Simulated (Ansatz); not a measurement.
# NbInSe3 (model cell, started as cubic perovskite with Nb in the octahedra): a soft mode frozen in, part 3 of 3

Wanted: the energy along a soft mode of NbInSe3 (model cell, started as cubic perovskite with Nb in the octahedra) and the structure at the end.

Ansatz 0.2.0; DFT PBE, scalar-relativistic, plane waves, PAW; PAW set soft_1.

So far. Step 5 (Energy along the mode, all amplitudes (two of the runs …): The lowest of the steps tried is at 0.04 Å, 1.02 meV/atom below the parent; the bottom of the well need not coincide with a step. Step 7 (The new phase in its own primitive cell): The largest force component left is 0.34 meV/Å and the pressure is 0.004 GPa, within the tolerances set. The cell now holds 26.63 Å³/atom. The relaxed cell has a = 7.226, c = 10.199 Å (conventional setting).

The structure was built from a prototype and need not be the compound's stable phase.

## Step 8: Modes of the new phase, k-mesh 6×6×6

A relaxed structure may still be a saddle point, so its zone-centre modes are computed. No field response is asked.

input.yaml reads:

```yaml
crystal:
  lattice:
    - [-3.6128083234, 3.6128083234, 5.0996519311]
    - [3.6128083234, -3.6128083234, 5.0996519311]
    - [3.6128083234, 3.6128083234, -5.0996519311]
  atoms:
    - { symbol: In, position: [0.25, 0.25, 0.0] }
    - { symbol: In, position: [0.75, 0.75, 0.0] }
    - { symbol: Nb, position: [0.5, 0.0, 0.5] }
    - { symbol: Nb, position: [0.0, 0.5, 0.5] }
    - { symbol: Se, position: [0.244563127, 0.255436873, 0.5] }
    - { symbol: Se, position: [0.755436873, 0.744563127, 0.5] }
    - { symbol: Se, position: [0.744563127, 0.244563127, 0.9891262539] }
    - { symbol: Se, position: [0.255436873, 0.755436873, 0.0108737461] }
    - { symbol: Se, position: [0.75, 0.25, 0.5] }
    - { symbol: Se, position: [0.25, 0.75, 0.5] }
kpoints:
  mp_grid: { grid: [6, 6, 6] }
hamiltonian:
  xc: pbe
  pseudopotentials: { kind: paw, azcp: { folder: soft_1 } }
scf:
  occupations: { method: methfessel_paxton, width: 0.2 }
output:
  eigenvalues: true
phonons:
  method: dfpt
```

Launch:

```sh
$ ansatz run input.yaml --threads 4 --pin off --max-ram 16384MiB --backend cpu --events-out ev --progress --plain --runs-dir out
```

Numbers of over 12 decimals in the logs are rounded to 6 here.

Log:

```text
[...]
Crystal: 10 atoms, lattice volume = 266.250 Å³
Basis set: ecut = 420 eV, 5137 PW (Γ), exchange–correlation on 100×100×100 points (8 copies of the dense FFT grid, shifted against one another)
Bands: 89, of which v1, the nominal top of the filled ones, is band 74 counted from 1 (73 counted from 0)
Symmetry: 16 space group operations
k-points: 112 of 216 (irreducible under 1 space group operation, time reversal used)
[...]
SCF iter   1: F=—  HF=-53119.903453 eV  |F-HF|=—  |Δ(HF+E_count)|=         —  Δρ=3.40e-2  dr2=2.67e0  ethr=3.10e-3  ⟨swp⟩=6.0  Hψ=33757  notcnv=0
[...]
SCF iter  13: F=-53118.875092 eV  HF=-53118.875092 eV  |F-HF|=2.18e-11  |Δ(HF+E_count)|=  2.18e-11  S|Δr|=    0.00e0  Δρ=1.73e-8  dr2=9.40e-13  ethr=1.00e-12  ⟨swp⟩=11.0  Hψ=52681  notcnv=0
SCF 1 converged in 13 iterations: F = -53118.875092 eV  dr2 = 9.40e-13
[...]
DFPT response loops at Γ: preconditioner auto → Kerker (q_TF=auto, 2.474 Å⁻¹) (partly filled bands, converged f_vac=0.027); β = 1.00, the filter's whole step (`scf.mixing.beta` (0.50) is not read by the response loops under this deck's `scf.mixing.preconditioner`; to damp them name `kerker` or `kerker_dos`, under which they read `scf.mixing.beta`, and type it under 1.00, their step now; both keys bind the ground state too); Broyden in place of MSR1
SCF converged after 13 iterations
[...]
Free energy (F): -53118.875092 eV
[...]
Internal energy: -53118.892536 eV  (E = F + TS)
E sigma→0 (E₀):  -53118.879453 eV
Entropy (-TS):   0.017444 eV (1.744 meV/atom)
Fermi energy:    8.144241 eV
[...]
--- Band table (eV; the first three rows and the last of 112) ---
  k-point 0: bands = [... 70 lower, 7.4250, 7.5192, 7.5192, 7.5204, 8.3945, 8.3945, 8.4336, 9.1900, ... 11 higher]
  k-point 1: bands = [... 70 lower, 7.3740, 7.4332, 7.8829, 7.9249, 8.3910, 8.4106, 8.4547, 9.2099, ... 11 higher]
  k-point 2: bands = [... 70 lower, 7.3818, 7.4468, 7.4489, 7.4507, 8.3842, 9.2179, 9.2716, 9.2739, ... 11 higher]
  k-point 111: bands = [... 70 lower, 7.4055, 7.4796, 7.4796, 7.8629, 8.4212, 9.2052, 9.6359, 9.6359, ... 11 higher]
--- Phonons (Γ-DFPT): 8 representative perturbations + reference, on 112 of 216 k-points (Σ response iterations 31) ---
  k mesh reduced under 1 symmetry operation, with k and −k counted as one. Each operation leaves every solved perturbation unchanged. A smaller set is not used because it would not reduce the number of displacements times k-points to solve
  ASR residual: 2.305e-4 → 0.000e0 eV/Å²; symmetrization residual: 7.772e-5 eV/Å²
  ASR residual per site (eV/Å²): 1.26e-4 1.26e-4 7.76e-5 7.76e-5 9.06e-5 9.06e-5 9.06e-5 9.06e-5 2.30e-4 2.30e-4
  Γ frequencies (cm⁻¹): -55.80 -55.80 -54.01 -30.18 -30.18 -29.98 -19.31 -19.31 -18.81 0.00 0.00 0.00 46.55 61.12 61.25 61.25 61.26 65.27 65.27 113.96 115.45 115.45 132.99 156.46 156.46 173.53 205.78 225.20 225.20 271.67
  non-analytic LO–TO correction: not included (Born effective charges unavailable; polar crystals: no LO–TO splitting at Γ)
```

Run time: 16 min. Hardware: 4 threads of Arm Neoverse V2, shared host; peak memory 7.3 GiB.

This step gave:

- sum-rule residual before enforcement: 2.30e-4 eV/Å²
- point group: 4/mmm
- highest optical mode at the zone centre (no LO-TO term): 271.7 cm⁻¹
- lowest optical zone-centre mode: -55.8 cm⁻¹

Patterns of degenerate modes are one choice out of their space. The modes at Γ (shares of kinetic energy by element, %) (negative means imaginary):

```
mode  frequency (cm⁻¹)      symmetry  In %  Nb %  Se %
   1             -55.8            Eg     0     0   100
   2             -55.8            Eg     0     0   100
   3             -54.0           B1g     0     0   100
   4             -30.2            Eu    73     3    25
   5             -30.2            Eu    73     3    25
   6             -30.0           A2u    72     2    26
   7             -19.3            Eg   100     0     0
   8             -19.3            Eg   100     0     0
   9             -18.8           A2g   100     0     0
  10               0.0      acoustic    26    21    53
  11               0.0      acoustic    26    21    53
  12               0.0      acoustic    26    21    53
  13              46.5           B2g     0     0   100
  14              61.1           A2u     2    61    37
  15              61.2  not assigned     0     0   100
  16              61.2  not assigned     0     0   100
  17              61.3  not assigned     0     0   100
  18              65.3            Eu     1    63    35
  19              65.3            Eu     1    63    35
  20             114.0           A2g     0     0   100
  21             115.5            Eg     0     0   100
  22             115.5            Eg     0     0   100
  23             133.0           A1g     0     0   100
  24             156.5            Eu     0    71    29
  25             156.5            Eu     0    71    29
  26             173.5           B1u     0   100     0
  27             205.8           A2u     0    16    84
  28             225.2            Eu     0    43    57
  29             225.2            Eu     0    43    57
  30             271.7           B2g     0     0   100
```

Displacements in mode 2 (-55.8 cm⁻¹), the largest set to 1:
```
In1  0.01  0.00  0.00
In2 -0.01  0.00  0.00
Nb3  0.00  0.00  0.00
Nb4  0.00  0.00  0.00
Se5  0.00  0.00 -0.75
Se6  0.00  0.00  0.75
Se7  0.00  0.00 -0.67
Se8  0.00  0.00  0.67
Se9  1.00 -0.05  0.00
Se10-1.00  0.05  0.00
```

Displacements in mode 8 (-19.3 cm⁻¹), the largest set to 1:
```
In1 -1.00 -0.48  0.00
In2  1.00  0.48  0.00
Nb3  0.00  0.00  0.00
Nb4  0.00  0.00  0.00
Se5  0.00  0.00 -0.01
Se6  0.00  0.00  0.01
Se7  0.00  0.00  0.00
Se8  0.00  0.00  0.00
Se9 -0.01  0.00  0.00
Se10 0.01  0.00  0.00
```

Before it was imposed, the acoustic sum rule was missed by 2.3e-4 eV/Å². Small misses are needed for a sound result but don't prove that mesh and cutoff are converged. The lowest optical mode is imaginary, 55.8i cm⁻¹, so the energy falls along it.

## Step 9: Results

* unstable mode of the parent: q = (-0.5, -0.5, -0.5), 139i cm⁻¹
* depth at the lowest point sampled: 1.02 meV/atom
* largest atomic shift at that point: 0.04 Å
* space group reached (within 0.01 Å): I4/mcm
* energy gained over the parent (first relaxation, on the mesh of the frozen mode): 1.42 meV/atom
* volume per atom, phase reached: 26.6 Å³
* gap on the k-mesh, phase reached: 0.152 eV
* lowest optical zone-centre mode, phase reached: -55.8 cm⁻¹
* highest optical mode at the zone centre (no LO-TO term), phase reached: 272 cm⁻¹

What this shows: Along this mode the structure falls into I4/mcm, 1.42 meV/atom below the parent. At the parent's cell the well is 1.016 meV/atom deep on the steps tried, with its lowest point at a shift of 0.04 Å. Relaxing atoms and cell changes the gain by +0.41 meV/atom against the lowest step (energies at zero smearing). The new phase still has an imaginary mode at the zone centre of its cell, so it is a saddle point on the way to a lower structure. Of the 4 patterns followed to their end from this parent, this one ends 74.1 meV/atom above the lowest, P4/mbm. Another end point lies within 1 meV/atom; how such a difference moves with mesh and cutoff was not tested. Each path keeps the symmetry of its pattern, so a lower phase may lie along a pattern not tried. With no gap, or one that is small against the smearing, the frequencies hang on the k mesh and the smearing, most of all near Kohn anomalies. The starting cell was built on a prototype and not taken from a measurement, so the phase need not exist.

[Logs are printed without paths, hosts, clocks, repeated set-up lines and the standing remarks that a program may print on its own settings, such as how far it seeks lower states.]

[Hosts, paths, dates, database ids (printed as entryN), source tags and the programs' standing remarks are cut or masked in the printed files.]
